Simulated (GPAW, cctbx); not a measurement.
## By hand: from a DFT structure factor to an extinction distance in Ga2Co2S5

Ga2Co2S5, P-3m1 (no. 164), a = 3.5510 Å, b = 3.5510 Å, c = 15.1809 Å, α = 90.00°, β = 90.00°, γ = 120.00°.

```
atom  mult.    x    y       z
 Ga1      2  2/3  1/3  0.1921
 Co1      2  2/3  1/3  0.5941
  S1      2  2/3  1/3  0.8817
  S2      2  2/3  1/3  0.3428
  S3      1    0    0     1/2
```

The cell comes from substitution in a known structure type and wasn't matched to any measured phase.

A DFT run (GPAW, PBE, 450 eV, 6×6×2 k-points (along the axes of the calculation cell), Fermi–Dirac width 0.05 eV, spin-polarised) gives the static X-ray structure factor of 001 as 32.534 e for the conventional cell; superposed free atoms give 32.436 e. **Problem.** Find the Fourier component V of the crystal potential and the two-beam extinction distance at 80 kV in both cases.

### 1. Geometry

The cell volume is Ω = 165.78 Å³ and d(001) = 15.1809 Å, so g = 1/d = 0.0659 Å⁻¹.

### 2. The nuclei

Electrons feel nuclei as well as electrons, so the nuclear charges are summed with the same phases.

Phase sums Σ exp(2πi h·x), turned so that the total is real and positive: Ga -0.711, Co +1.661, S +0.629. Then F_Z = 31 × (-0.711) + 27 × (+1.661) + 16 × (+0.629) = 32.84 e. The electron term has the same sign for this reflection.

### 3. Mott–Bethe

Poisson's equation, term by term, gives V = (e/4πε₀)(F_Z − F)/(πΩg²), with e/4πε₀ = 14.3996 V Å.

The prefactor is 14.3996 × 15.1809²/(π × 165.78) = 6.37174 V per electron. Free atoms: (32.84 − 32.436) × 6.37174 = 2.581 V. Crystal: (32.84 − 32.534) × 6.37174 = 1.956 V. F changes by +0.30 % and V by -24.2 %: the same 0.10 e is measured against F_Z − F = 0.4 e in place of F = 32.4 e.

### 4. Extinction distance

In the two-beam case ξ = 1/(λU) with U = 2γm₀eV/h², that is ξ = 150.41 V Å²/(γλV).

At 80 kV, λ = 0.04176 Å and γ = 1.1566. Free atoms: ξ = 1207 Å. Crystal: ξ = 1592 Å. The thickness fringes go as sin²(πt/ξ), so the two patterns slip by a quarter of a period when t|1/ξ₁ − 1/ξ₀| = 1/4, at t ≈ 125 nm. Thermal motion, absorption and many-beam coupling, left out here, change a real pattern.

### 5. Answer

V(001) is 1.96 V against 2.58 V, and ξ is 1592 against 1207 Å. Limits: static atoms, two beams; a ferromagnetic start is the only order tried, and the real ground state may be antiferromagnetic or insulating; no Hubbard U on Co.

[Outputs are excerpts: Python notices, other lines and further rows are left out; steps that failed or that the build refused (PBEsol, TPSS) are not shown.]

[Logs are printed without paths, hosts, clocks, repeated set-up lines and the standing remarks that a program may print on its own settings, such as how far it seeks lower states.]
